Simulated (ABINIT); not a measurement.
# CdAgH3 (Pm-3m): zone-centre phonons, part 4 of 4

Aim: the zone-centre modes of CdAgH3 (Pm-3m).

ABINIT 10.8.3; DFT PBE, scalar-relativistic, plane waves, PseudoDojo norm-conserving pseudopotentials.

So far. Step 7 (Linear response at Γ): The acoustic modes at Γ come out as far as 4.3 cm⁻¹ from zero, where they should vanish, a small numerical error. The lowest optical mode is imaginary, 313i cm⁻¹, an instability at this level and on this k mesh. Step 8 (Zone-centre analysis): The rule also moves an optical mode by 0.4 cm⁻¹. The relaxed cell has a = 3.938 Å (conventional setting).

The structure was built from a prototype and need not be the compound's stable phase.

In doubt: a PseudoDojo file used here is known to give poor structures and forces, so the values of those runs are not to be relied on.

### Step 9. Sum rules set otherwise (asr 0)

Without the rule the raw error of the acoustic modes shows.

anaddb.abi

```
ddb_filepath "gamma_DDB"
output_file "anaddb.abo"
outdata_prefix "anaddb"
asr 0
chneut 0
enunit 2
eivec 1
nph1l 1
qph1l 0.0 0.0 0.0 1.0
```

mrgddb.in

```
gamma_DDB
merged
2
dfpt_gammao_DDB
gso_DDB
```

Started as:

```console
> mrgddb < mrgddb.in > mrgddb.log
> OMP_NUM_THREADS=1 anaddb anaddb.abi > anaddb.log
```

anaddb.abo, the main output file:

```text
-outvars_anaddb: echo values of input variables ----------------------

 Miscellaneous information :
      enunit         2
       eivec         1
      chneut         0
 First list of wavevector (reduced coord.) :
       nph1l         1
       qph1l
                     0.00000000E+00  0.00000000E+00  0.00000000E+00    1.000E+00

================================================================================

 read the DDB information and perform some checks

  ==== Info on the Cryst% object ====
 Real(R)+Recip(G) space primitive vectors, cartesian coordinates (Bohr,Bohr^-1):
 R(1)=  7.4423019  0.0000000  0.0000000  G(1)=  0.1343670  0.0000000  0.0000000
 R(2)=  0.0000000  7.4423019  0.0000000  G(2)=  0.0000000  0.1343670  0.0000000
 R(3)=  0.0000000  0.0000000  7.4423019  G(3)=  0.0000000  0.0000000  0.1343670
 Unit cell volume ucvol=  4.1221316E+02 bohr^3
 Angles (23,13,12)=  9.00000000E+01  9.00000000E+01  9.00000000E+01 degrees
 Time-reversal symmetry is present
 Reduced atomic positions [iatom, xred, symbol]:
    1)    0.0000000  0.0000000  0.0000000  Ag
    2)    0.5000000  0.5000000  0.5000000  Cd
    3)    0.5000000  0.5000000  0.0000000   H
    4)    0.5000000  0.0000000  0.5000000   H
    5)    0.0000000  0.5000000  0.5000000   H

 DDB file with 3 blocks has been read.

================================================================================

 Treat the first list of vectors

  Phonon wavevector (reduced coordinates) :  0.00000  0.00000  0.00000
 Phonon energies in Hartree :
  -1.424996E-03 -1.424996E-03 -1.424996E-03 -1.239832E-03 -1.239832E-03
  -1.239832E-03 -1.973146E-05 -1.973146E-05 -1.973146E-05  3.127858E-04
   3.127858E-04  3.127858E-04  5.324678E-03  5.324678E-03  5.324678E-03
 Phonon energies in meV     :
- -3.877612E+01 -3.877612E+01 -3.877612E+01 -3.373755E+01 -3.373755E+01
- -3.373755E+01 -5.369204E-01 -5.369204E-01 -5.369204E-01  8.511335E+00
-  8.511335E+00  8.511335E+00  1.448919E+02  1.448919E+02  1.448919E+02
 Phonon frequencies in cm-1    :
- -3.127505E+02 -3.127505E+02 -3.127505E+02 -2.721117E+02 -2.721117E+02
- -2.721117E+02 -4.330555E+00 -4.330555E+00 -4.330555E+00  6.864854E+01
-  6.864854E+01  6.864854E+01  1.168632E+03  1.168632E+03  1.168632E+03
 Phonon frequencies in Thz     :
- -9.376025E+00 -9.376025E+00 -9.376025E+00 -8.157702E+00 -8.157702E+00
- -8.157702E+00 -1.298268E-01 -1.298268E-01 -1.298268E-01  2.058032E+00
-  2.058032E+00  2.058032E+00  3.503470E+01  3.503470E+01  3.503470E+01
 Phonon energies in Kelvin  :
- -4.499782E+02 -4.499782E+02 -4.499782E+02 -3.915080E+02 -3.915080E+02
- -3.915080E+02 -6.230703E+00 -6.230703E+00 -6.230703E+00  9.876994E+01
-  9.876994E+01  9.876994E+01  1.681400E+03  1.681400E+03  1.681400E+03

 Eigendisplacements
 (will be given, for each mode : in cartesian coordinates
   for each atom the real part of the displacement vector,
   then the imaginary part of the displacement vector - absolute values smaller than 1.0d-7 are set to zero)
  Mode number    1   Energy   -1.424996E-03
 Attention : low frequency mode.
   (Could be unstable or acoustic mode)
-  1  0.00000000E+00  0.00000000E+00 -5.32895794E-04
-     0.00000000E+00  0.00000000E+00  0.00000000E+00
-  2  0.00000000E+00  0.00000000E+00  1.73856216E-04
-     0.00000000E+00  0.00000000E+00  0.00000000E+00
-  3 -2.65313946E-07 -6.94121179E-07  7.34995081E-03
-     0.00000000E+00  0.00000000E+00  0.00000000E+00
-  4 -2.65313946E-07 -3.37696291E-07  1.51075290E-02
-     0.00000000E+00  0.00000000E+00  0.00000000E+00
-  5 -1.29077657E-07 -6.94121179E-07  1.51075290E-02
-     0.00000000E+00  0.00000000E+00  0.00000000E+00
  Mode number    2   Energy   -1.424996E-03
 Attention : low frequency mode.
   (Could be unstable or acoustic mode)
-  1  0.00000000E+00  5.32895790E-04  0.00000000E+00
-     0.00000000E+00  0.00000000E+00  0.00000000E+00
-  2  0.00000000E+00 -1.73856215E-04  0.00000000E+00
-     0.00000000E+00  0.00000000E+00  0.00000000E+00
-  3 -1.73347984E-06 -1.51075289E-02 -3.37711100E-07
-     0.00000000E+00  0.00000000E+00  0.00000000E+00
-  4 -1.73347984E-06 -7.34995076E-03 -6.94151618E-07
-     0.00000000E+00  0.00000000E+00  0.00000000E+00
-  5 -8.43353771E-07 -1.51075289E-02 -6.94151618E-07
-     0.00000000E+00  0.00000000E+00  0.00000000E+00
  Mode number    3   Energy   -1.424996E-03
 Attention : low frequency mode.
   (Could be unstable or acoustic mode)
-  1  5.32895791E-04  0.00000000E+00  0.00000000E+00
-     0.00000000E+00  0.00000000E+00  0.00000000E+00
-  2 -1.73856215E-04  0.00000000E+00  0.00000000E+00
-     0.00000000E+00  0.00000000E+00  0.00000000E+00
-  3 -1.51075289E-02  1.73349203E-06 -1.29038908E-07
-     0.00000000E+00  0.00000000E+00  0.00000000E+00
-  4 -1.51075289E-02  8.43359701E-07 -2.65234299E-07
-     0.00000000E+00  0.00000000E+00  0.00000000E+00
-  5 -7.34995077E-03  1.73349203E-06 -2.65234299E-07
-     0.00000000E+00  0.00000000E+00  0.00000000E+00
  Mode number    4   Energy   -1.239832E-03
 Attention : low frequency mode.
   (Could be unstable or acoustic mode)
-  1  0.00000000E+00  0.00000000E+00  0.00000000E+00
-     0.00000000E+00  0.00000000E+00  0.00000000E+00
-  2  0.00000000E+00  0.00000000E+00  0.00000000E+00
-     0.00000000E+00  0.00000000E+00  0.00000000E+00
-  3  0.00000000E+00  1.46301540E-06  0.00000000E+00
-     0.00000000E+00  0.00000000E+00  0.00000000E+00
-  4  0.00000000E+00  0.00000000E+00 -1.64963404E-02
-     0.00000000E+00  0.00000000E+00  0.00000000E+00
-  5  0.00000000E+00 -1.46301540E-06  1.64963404E-02
-     0.00000000E+00  0.00000000E+00  0.00000000E+00
  Mode number    5   Energy   -1.239832E-03
 Attention : low frequency mode.
   (Could be unstable or acoustic mode)
-  1  0.00000000E+00  0.00000000E+00  0.00000000E+00
-     0.00000000E+00  0.00000000E+00  0.00000000E+00
-  2  0.00000000E+00  0.00000000E+00  0.00000000E+00
-     0.00000000E+00  0.00000000E+00  0.00000000E+00
-  3  1.48744324E-06  1.64963403E-02  0.00000000E+00
-     0.00000000E+00  0.00000000E+00  0.00000000E+00
-  4 -1.48744324E-06  0.00000000E+00  1.46301582E-06
-     0.00000000E+00  0.00000000E+00  0.00000000E+00
-  5  0.00000000E+00 -1.64963403E-02 -1.46301582E-06
-     0.00000000E+00  0.00000000E+00  0.00000000E+00
  Mode number    6   Energy   -1.239832E-03
 Attention : low frequency mode.
   (Could be unstable or acoustic mode)
-  1  0.00000000E+00  0.00000000E+00  0.00000000E+00
-     0.00000000E+00  0.00000000E+00  0.00000000E+00
-  2  0.00000000E+00  0.00000000E+00  0.00000000E+00
-     0.00000000E+00  0.00000000E+00  0.00000000E+00
-  3  1.64963404E-02 -1.48744366E-06  0.00000000E+00
-     0.00000000E+00  0.00000000E+00  0.00000000E+00
-  4 -1.64963404E-02  0.00000000E+00  0.00000000E+00
-     0.00000000E+00  0.00000000E+00  0.00000000E+00
-  5  0.00000000E+00  1.48744366E-06  0.00000000E+00
-     0.00000000E+00  0.00000000E+00  0.00000000E+00
  Mode number    7   Energy   -1.973146E-05
 Attention : low frequency mode.
   (Could be unstable or acoustic mode)
-  1  0.00000000E+00  0.00000000E+00 -1.56474618E-03
-     0.00000000E+00  0.00000000E+00  0.00000000E+00
-  2  0.00000000E+00  0.00000000E+00 -1.56993640E-03
-     0.00000000E+00  0.00000000E+00  0.00000000E+00
-  3  0.00000000E+00  0.00000000E+00 -1.56812221E-03
-     0.00000000E+00  0.00000000E+00  0.00000000E+00
-  4  0.00000000E+00  0.00000000E+00 -1.56449316E-03
-     0.00000000E+00  0.00000000E+00  0.00000000E+00
-  5  0.00000000E+00  0.00000000E+00 -1.56449316E-03
-     0.00000000E+00  0.00000000E+00  0.00000000E+00
  Mode number    8   Energy   -1.973146E-05
 Attention : low frequency mode.
   (Could be unstable or acoustic mode)
-  1  0.00000000E+00 -1.56474618E-03  0.00000000E+00
-     0.00000000E+00  0.00000000E+00  0.00000000E+00
-  2  0.00000000E+00 -1.56993640E-03  0.00000000E+00
-     0.00000000E+00  0.00000000E+00  0.00000000E+00
-  3  0.00000000E+00 -1.56449316E-03  0.00000000E+00
-     0.00000000E+00  0.00000000E+00  0.00000000E+00
-  4  0.00000000E+00 -1.56812221E-03  0.00000000E+00
-     0.00000000E+00  0.00000000E+00  0.00000000E+00
-  5  0.00000000E+00 -1.56449316E-03  0.00000000E+00
-     0.00000000E+00  0.00000000E+00  0.00000000E+00
  Mode number    9   Energy   -1.973146E-05
 Attention : low frequency mode.
   (Could be unstable or acoustic mode)
-  1  1.56474618E-03  0.00000000E+00  0.00000000E+00
-     0.00000000E+00  0.00000000E+00  0.00000000E+00
-  2  1.56993640E-03  0.00000000E+00  0.00000000E+00
-     0.00000000E+00  0.00000000E+00  0.00000000E+00
-  3  1.56449316E-03  0.00000000E+00  0.00000000E+00
-     0.00000000E+00  0.00000000E+00  0.00000000E+00
-  4  1.56449316E-03  0.00000000E+00  0.00000000E+00
-     0.00000000E+00  0.00000000E+00  0.00000000E+00
-  5  1.56812221E-03  0.00000000E+00  0.00000000E+00
-     0.00000000E+00  0.00000000E+00  0.00000000E+00
  Mode number   10   Energy    3.127858E-04
-  1  0.00000000E+00  0.00000000E+00 -1.53379908E-03
-     0.00000000E+00  0.00000000E+00  0.00000000E+00
-  2  0.00000000E+00  0.00000000E+00  1.53897259E-03
-     0.00000000E+00  0.00000000E+00  0.00000000E+00
-  3  0.00000000E+00  0.00000000E+00 -5.72533829E-04
-     0.00000000E+00  0.00000000E+00  0.00000000E+00
-  4  0.00000000E+00  0.00000000E+00 -3.74329087E-03
-     0.00000000E+00  0.00000000E+00  0.00000000E+00
-  5  0.00000000E+00  0.00000000E+00 -3.74329087E-03
-     0.00000000E+00  0.00000000E+00  0.00000000E+00
  Mode number   11   Energy    3.127858E-04
-  1  2.97550644E-07  1.53379905E-03  0.00000000E+00
-     0.00000000E+00  0.00000000E+00  0.00000000E+00
-  2 -2.98554283E-07 -1.53897256E-03  0.00000000E+00
-     0.00000000E+00  0.00000000E+00  0.00000000E+00
-  3  7.26182865E-07  3.74329080E-03  0.00000000E+00
-     0.00000000E+00  0.00000000E+00  0.00000000E+00
-  4  7.26182865E-07  5.72533818E-04  0.00000000E+00
-     0.00000000E+00  0.00000000E+00  0.00000000E+00
-  5  1.11069182E-07  3.74329080E-03  0.00000000E+00
-     0.00000000E+00  0.00000000E+00  0.00000000E+00
  Mode number   12   Energy    3.127858E-04
-  1  1.53379905E-03 -2.97550774E-07  0.00000000E+00
-     0.00000000E+00  0.00000000E+00  0.00000000E+00
-  2 -1.53897256E-03  2.98554414E-07  0.00000000E+00
-     0.00000000E+00  0.00000000E+00  0.00000000E+00
-  3  3.74329080E-03 -7.26183183E-07  0.00000000E+00
-     0.00000000E+00  0.00000000E+00  0.00000000E+00
-  4  3.74329080E-03 -1.11069231E-07  0.00000000E+00
-     0.00000000E+00  0.00000000E+00  0.00000000E+00
-  5  5.72533818E-04 -7.26183183E-07  0.00000000E+00
-     0.00000000E+00  0.00000000E+00  0.00000000E+00
  Mode number   13   Energy    5.324678E-03
-  1  0.00000000E+00  0.00000000E+00  2.64917868E-05
-     0.00000000E+00  0.00000000E+00  0.00000000E+00
-  2  0.00000000E+00  0.00000000E+00 -1.29474510E-04
-     0.00000000E+00  0.00000000E+00  0.00000000E+00
-  3  0.00000000E+00  0.00000000E+00  2.20782680E-02
-     0.00000000E+00  0.00000000E+00  0.00000000E+00
-  4  0.00000000E+00  0.00000000E+00 -5.23755182E-03
-     0.00000000E+00  0.00000000E+00  0.00000000E+00
-  5  0.00000000E+00  0.00000000E+00 -5.23755182E-03
-     0.00000000E+00  0.00000000E+00  0.00000000E+00
  Mode number   14   Energy    5.324678E-03
-  1  0.00000000E+00 -2.64917868E-05  0.00000000E+00
-     0.00000000E+00  0.00000000E+00  0.00000000E+00
-  2  0.00000000E+00  1.29474510E-04  0.00000000E+00
-     0.00000000E+00  0.00000000E+00  0.00000000E+00
-  3 -1.49518298E-07  5.23755182E-03  0.00000000E+00
-     0.00000000E+00  0.00000000E+00  0.00000000E+00
-  4 -1.49518298E-07 -2.20782680E-02  0.00000000E+00
-     0.00000000E+00  0.00000000E+00  0.00000000E+00
-  5  6.30276350E-07  5.23755182E-03  0.00000000E+00
-     0.00000000E+00  0.00000000E+00  0.00000000E+00
  Mode number   15   Energy    5.324678E-03
-  1  2.64917868E-05  0.00000000E+00  0.00000000E+00
-     0.00000000E+00  0.00000000E+00  0.00000000E+00
-  2 -1.29474510E-04  0.00000000E+00  0.00000000E+00
-     0.00000000E+00  0.00000000E+00  0.00000000E+00
-  3 -5.23755182E-03 -1.49518298E-07  0.00000000E+00
-     0.00000000E+00  0.00000000E+00  0.00000000E+00
-  4 -5.23755182E-03  6.30276350E-07  0.00000000E+00
-     0.00000000E+00  0.00000000E+00  0.00000000E+00
-  5  2.20782680E-02 -1.49518298E-07  0.00000000E+00
-     0.00000000E+00  0.00000000E+00  0.00000000E+00

 Analysis of degeneracies and characters (maximum tolerance=1.00E-06 a.u.)
 For each vibration mode, or group of modes if degenerate,
 the characters are given for each symmetry operation (see the list in the log file).
 Symmetry characters of vibration mode #   1
       degenerate with vibration modes #   2 to    3
  3.0 -3.0 -1.0  1.0 -1.0  1.0 -1.0  1.0  1.0 -1.0 -1.0  1.0  1.0 -1.0 -1.0  1.0
  0.0 -0.0  0.0 -0.0  0.0 -0.0 -0.0  0.0  1.0 -1.0 -1.0  1.0 -1.0  1.0  1.0 -1.0
  0.0 -0.0  0.0 -0.0 -0.0  0.0  0.0 -0.0  1.0 -1.0  1.0 -1.0 -1.0  1.0 -1.0  1.0
 Symmetry characters of vibration mode #   4
       degenerate with vibration modes #   5 to    6
  3.0 -3.0 -1.0  1.0 -1.0  1.0 -1.0  1.0 -1.0  1.0  1.0 -1.0 -1.0  1.0  1.0 -1.0
 -0.0  0.0  0.0 -0.0 -0.0  0.0  0.0 -0.0 -1.0  1.0  1.0 -1.0  1.0 -1.0 -1.0  1.0
 -0.0  0.0 -0.0  0.0  0.0 -0.0  0.0 -0.0 -1.0  1.0 -1.0  1.0  1.0 -1.0  1.0 -1.0
 Symmetry characters of vibration mode #   7
       degenerate with vibration modes #   8 to    9
  3.0 -3.0 -1.0  1.0 -1.0  1.0 -1.0  1.0  1.0 -1.0 -1.0  1.0  1.0 -1.0 -1.0  1.0
  0.0 -0.0  0.0 -0.0 -0.0  0.0 -0.0  0.0  1.0 -1.0 -1.0  1.0 -1.0  1.0  1.0 -1.0
  0.0 -0.0 -0.0  0.0 -0.0  0.0  0.0 -0.0  1.0 -1.0  1.0 -1.0 -1.0  1.0 -1.0  1.0
 Symmetry characters of vibration mode #  10
       degenerate with vibration modes #  11 to   12
  3.0 -3.0 -1.0  1.0 -1.0  1.0 -1.0  1.0  1.0 -1.0 -1.0  1.0  1.0 -1.0 -1.0  1.0
 -0.0  0.0 -0.0  0.0  0.0 -0.0  0.0 -0.0  1.0 -1.0 -1.0  1.0 -1.0  1.0  1.0 -1.0
 -0.0  0.0  0.0 -0.0  0.0 -0.0 -0.0  0.0  1.0 -1.0  1.0 -1.0 -1.0  1.0 -1.0  1.0
 Symmetry characters of vibration mode #  13
       degenerate with vibration modes #  14 to   15
  3.0 -3.0 -1.0  1.0 -1.0  1.0 -1.0  1.0  1.0 -1.0 -1.0  1.0  1.0 -1.0 -1.0  1.0
 -0.0  0.0 -0.0  0.0  0.0 -0.0  0.0 -0.0  1.0 -1.0 -1.0  1.0 -1.0  1.0  1.0 -1.0
 -0.0  0.0  0.0 -0.0  0.0 -0.0 -0.0  0.0  1.0 -1.0  1.0 -1.0 -1.0  1.0 -1.0  1.0
-
```

It took 0.52 s on 1 thread of Arm Neoverse V1, shared host.

This step gave:

* lowest optical zone-centre mode: -312.8 cm⁻¹

Zone-centre frequencies as printed; negative means imaginary. Modes:

| mode | frequency (cm⁻¹) |
| --- | --- |
| 1 | -312.8 |
| 2 | -312.8 |
| 3 | -312.8 |
| 4 | -272.1 |
| 5 | -272.1 |
| 6 | -272.1 |
| 7 | -4.33 |
| 8 | -4.33 |
| 9 | -4.33 |
| 10 | 68.65 |
| 11 | 68.65 |
| 12 | 68.65 |
| 13 | 1169 |
| 14 | 1169 |
| 15 | 1169 |

### Step 10. Results

| Quantity | Value |
| --- | --- |
| space group after relaxation | Pm-3m |
| volume per atom | 12.2 Å³ |
| highest optical zone-centre mode (no LO-TO term) | 1169 cm⁻¹ |
| lowest optical zone-centre mode | -313.0 cm⁻¹ |
| imaginary optical modes at the zone centre (no q mesh in this session) | yes |

In words: At the PBE level the optical modes of CdAgH3 (Pm-3m) at the zone centre run from 313i to 1169 cm⁻¹, so the structure is a saddle point, with 6 modes beyond 10i cm⁻¹ there. These are harmonic frequencies: anharmonic shifts and widths and the lattice's thermal expansion are left out. The Fermi-Dirac smearing of 0.01 Ha is an electronic temperature of 3158 K, which adds a pressure of its own and can shift the volume and soft modes. In a metal the frequencies hang on the k mesh and the smearing, most of all near Kohn anomalies. The structure is a hypothetical one, built on a prototype.

[Host names and launcher messages were left out of these logs when they were recorded.]

[Logs are printed without paths, hosts, clocks, repeated set-up lines and the standing remarks that a program may print on its own settings, such as how far it seeks lower states.]

[Hosts, paths, dates, database ids (printed as entryN), source tags and the programs' standing remarks are cut or masked in the printed files.]
